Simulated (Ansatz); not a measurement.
# Ca on Ru(0001): change of the work function, part 2 of 2

Wanted: Δφ(θ) for Ca/Ru(0001), starting from the fcc site.

Ansatz 0.2.0; plane-wave DFT, PBE, Ansatz PAW.

So far, work function, upper face (eV): step 2 (the clean slab) 5.05; step 3 (37 atoms, coverage 0.111 ML, cell 3x3) 2.50.

## (4) The covered slab, k-mesh 6×6×1, coverage 0.25 ML (continued)

Running mean over 2.138 Å of the planar mean; the ramp of the sawtooth is left out. Electron's electrostatic potential energy less the Fermi level against z:

z (Å), electron's electrostatic potential energy less the Fermi level (eV) and a bar from the least value:
```
      3.5        5.1 ##############################
      4.0        5.1 ##############################
      4.5        5.1 ##############################
      5.0        5.1 ##############################
      5.5        5.1 ##############################
      6.0        5.0 ##############################
      6.5        4.8 ##############################
      7.0        4.0 ############################
      7.5        0.8 ########################
      8.0       -6.2 #############
      8.5      -12.3 ####
      9.0      -14.2 #
      9.5      -14.5 #
     10.0      -14.7 #
     10.5      -14.8 #
     11.0      -14.8 
     11.5      -14.9 
     12.0      -14.8 #
     12.5      -14.8 #
     13.0      -14.9 
     13.5      -14.9 
     14.0      -15.2 
     14.5      -15.1 
     15.0      -14.7 #
     15.5      -14.2 #
     16.0      -11.9 #####
     16.5       -6.5 #############
     17.0       -2.0 ####################
     17.5       -1.1 #####################
     18.0       -1.2 #####################
     18.5       -0.9 #####################
     19.0        0.2 #######################
     19.5        1.2 ########################
     20.0        1.6 #########################
     20.5        1.8 #########################
     21.0        2.0 #########################
     21.5        2.0 #########################
     22.0        2.0 #########################
     22.5        2.0 #########################
     23.0        2.1 ##########################
     23.5        2.1 ##########################
     24.0        2.1 ##########################
```

The density of states has structure finer than the step of the table below, so its rows give means over 0.25 eV. Peaks (eV: height): -5.260: 44.7, -3.130: 47.7, -2.860: 46.3, -1.950: 66.5, -1.620: 58.6, -0.600: 55.5, 1.440: 56.2.

Density of states against energy, zero at the Fermi level; means over each step:

```tsv
energy (eV)	density of states (states/eV a cell)
-7.75	0
-7.50	0.275
-7.25	0.865
-7.00	0.904
-6.75	1.01
-6.50	1.12
-6.25	1.95
-6.00	8.45
-5.75	17.8
-5.50	18.7
-5.25	24.8
-5.00	18.9
-4.75	15.3
-4.50	26.7
-4.25	23.3
-4.00	18.5
-3.75	19.5
-3.50	19.2
-3.25	13.9
-3.00	20.2
-2.75	27.5
-2.50	23.1
-2.25	26.6
-2.00	35.6
-1.75	25.1
-1.50	30.7
-1.25	21.4
-1.00	13.8
-0.75	14.8
-0.50	23.5
-0.25	17.9
0.00	19.8
0.25	21.4
0.50	18.6
0.75	21.4
1.00	29.9
1.25	25.3
1.50	28.4
1.75	15.7
```

Projected DOS per atom over height of the atomic layer and energy from the Fermi level. Layers: Ru4 Ru4 Ru4 Ru4 Ca from below.

Ten even steps from '0' (0.00 states/eV) to '9' (2.38 states/eV), each cell a mean:
```
44540
57750
75452
54452
63351
63360
43341
85571
96691
65580
66670
34440
44440
56550
55550
36640
27830
03410
00000
00000
00000
00000
```
Columns: height of the atomic layer (Å) from 9 to 17.8 (not evenly spaced); rows upwards: energy from the Fermi level (eV) from -7.96 to 1.84.

Valence density in the ca plane at fractional y = 0.000, with atoms of Ru within 0.2 Å of it. It is the smooth field of the valence electrons, not physical close to the nuclei.

Ten steps, logarithmic in the rise over the least value, from '0' (0.00 × 1e0 e/Å³) to '9' (9.77 × 1e0 e/Å³), each cell a mean:
```
33334799863333335899852100000000000000000000
44433577643344334677631100000000000000000000
56533344333455433344321100000000000000000000
56543333333466533333321000000000000000000000
45433456533345433466531100000000000000000000
33333689853333334799742100000000000000000000
23334799963333335899852110000000000000000000
33334799863333334899852111100000000000000000
44433577643344333577532223210000000000000000
56533344333455433344322244421000000000000000
56543333333456533333322245421000000000000000
45433456533345433455432234320000000000000000
33333689853333334788742111110000000000000000
23334799963333335899852110000000000000000000
```
Columns run along c (16.0 Å, from fractional 0.31 to 0.90 of the cell), rows up along a (5.4 Å). Atoms in or near the plane, at fractional coordinates: Ru at (0.41, 0.00), Ru at (0.56, 0.00), Ru at (0.41, 0.50), Ru at (0.56, 0.51).

Electrostatic potential energy in the ca plane at fractional y = 0.000, with atoms of Ru within 0.2 Å of it. With pseudopotentials it is smooth inside the atoms' cores, unlike the true potential.

Values in eV, 8 rows by 16 columns, each cell a mean:
```
  2  -1 -61 -19   2   3 -49 -39   7   8   8   8   8   9   9   9
-17   2  -3   2 -14  -3  -2   1   9   9   9   8   8   9   9   9
-11   2 -14  -1  -8  -1 -11  -7   8   9   8   8   8   9   9   9
  5  -3 -74 -27   5   3 -60 -48   6   7   7   8   8   9   9   9
  2  -1 -61 -19   3   3 -44 -34   4   1   5   7   8   8   9   9
-17   2  -3   3 -12  -4   1   3   0 -12   3   7   8   8   9   9
-11   2 -15  -1  -7  -1  -7  -4   1  -8   3   7   8   8   9   9
  4  -3 -74 -27   5   3 -56 -45   4   3   6   8   8   8   9   9
```
Columns run along c (16.0 Å, from fractional 0.31 to 0.90 of the cell; values clipped at the 3rd and 97th percentile), rows up along a (5.4 Å). Atoms in or near the plane, at fractional coordinates: Ru at (0.41, 0.00), Ru at (0.56, 0.00), Ru at (0.41, 0.50), Ru at (0.56, 0.51).

ELF in the ca plane at fractional y = 0.000, with atoms of Ru within 0.2 Å of it. It is the smooth field of the valence electrons, not physical close to the nuclei.

Ten even steps from '0' (0.00) to '9' (0.77), each cell a mean:
```
43333686853333334876842332111122110000000000
33333467633333333577522333322211100000000000
45433333333345323334333333322111000000000000
56433333333356423334333333322111000000000000
44333345433334333355422333322111000000000000
33333588743333334788732333211221100000000000
44433774763433334855852321001122211000000000
43333676853433334777853210000123321000000000
33333467633333333466533124420013432100000000
45433333333345323333342169851013442100000000
56433333333256423333442279961013442100000000
44333345433334333344332147731013432100000000
33333588743333333688743111100023321100000000
44433764763433334755853310000122211000000000
```
Columns run along c (16.0 Å, from fractional 0.31 to 0.90 of the cell), rows up along a (5.4 Å). Atoms in or near the plane, at fractional coordinates: Ru at (0.41, 0.00), Ru at (0.56, 0.00), Ru at (0.41, 0.50), Ru at (0.56, 0.51).

The relaxation took 5 steps and lowered the energy by 0.48 eV; the largest force on the free atoms ends at 0.013 eV/Å.

By hand: a sheet of dipoles makes a step −p/(ε₀A) in the electron's potential. With e/ε₀ = 180.95 V·Å, p = 0.4227 e·Å and A = 25.25 Å², that is −180.95 × (0.4227) / 25.25 = -3.029 eV, and the two vacuum levels of the run differ by -3.029 eV.

The covered face has 2.06 eV, -2.99 eV against the clean one; the bare back face has moved by +0.01 eV, a measure of how thin the slab is.

## (5) Work function against coverage

This step: plane-wave DFT, PBE, Ansatz PAW; work function against coverage (Ansatz 0.2.0).

The runs are now put side by side.

This step gave:

```
work function of the clean face     : 5.046 eV
largest change of the work function : -2.988 eV
```

The work function of the covered face by coverage:

```tsv
coverage (adsorbates/nm²)	work function of the covered face (eV)
0.00	5.05
1.76	2.50
3.96	2.06
```

The dipole per adsorbate comes from the change of the cell's dipole. Coverage, by row:

```tsv
coverage (1/nm²)	coverage (ML)	work function (eV)	change (eV)	dipole per adsorbate, positive end outwards (debye)	mean height of the added atoms over the highest substrate atom (Å)
1.76	0.1111	2.495	-2.55	3.867	2.37
3.96	0.25	2.058	-2.988	2.01	2.323
```

## (6) Summary of results

```json
{
  "work function of the clean face": "5.05 eV",
  "work function at 0.11 ML": "2.50 eV",
  "work function at 0.25 ML": "2.06 eV",
  "dipole per adsorbate at 0.11 ML, positive end outwards": "3.87 D"
}
```

What this shows: Ca lowers the work function of Ru(0001) at the lowest coverage, by 2.55 eV: the adsorbate layer has its positive end outwards. The slab has 4 layers, at the tabulated experimental lattice constant, one starting site was run, and quantum-size effects of a slab this thin can reach one or two tenths of an eV.

[Long decimals in the printed logs are rounded to 6 places.]

[Logs are printed without paths, hosts, clocks, repeated set-up lines and the standing remarks that a program may print on its own settings, such as how far it seeks lower states.]

[Hosts, paths, dates, database ids (printed as entryN), source tags and the programs' standing remarks are cut or masked in the printed files.]

[Maps of the electrostatic potential energy from Ansatz leave out the sawtooth potential of an applied field or a dipole correction, so their vacuum need not be flat; planar profiles and work functions include it.]
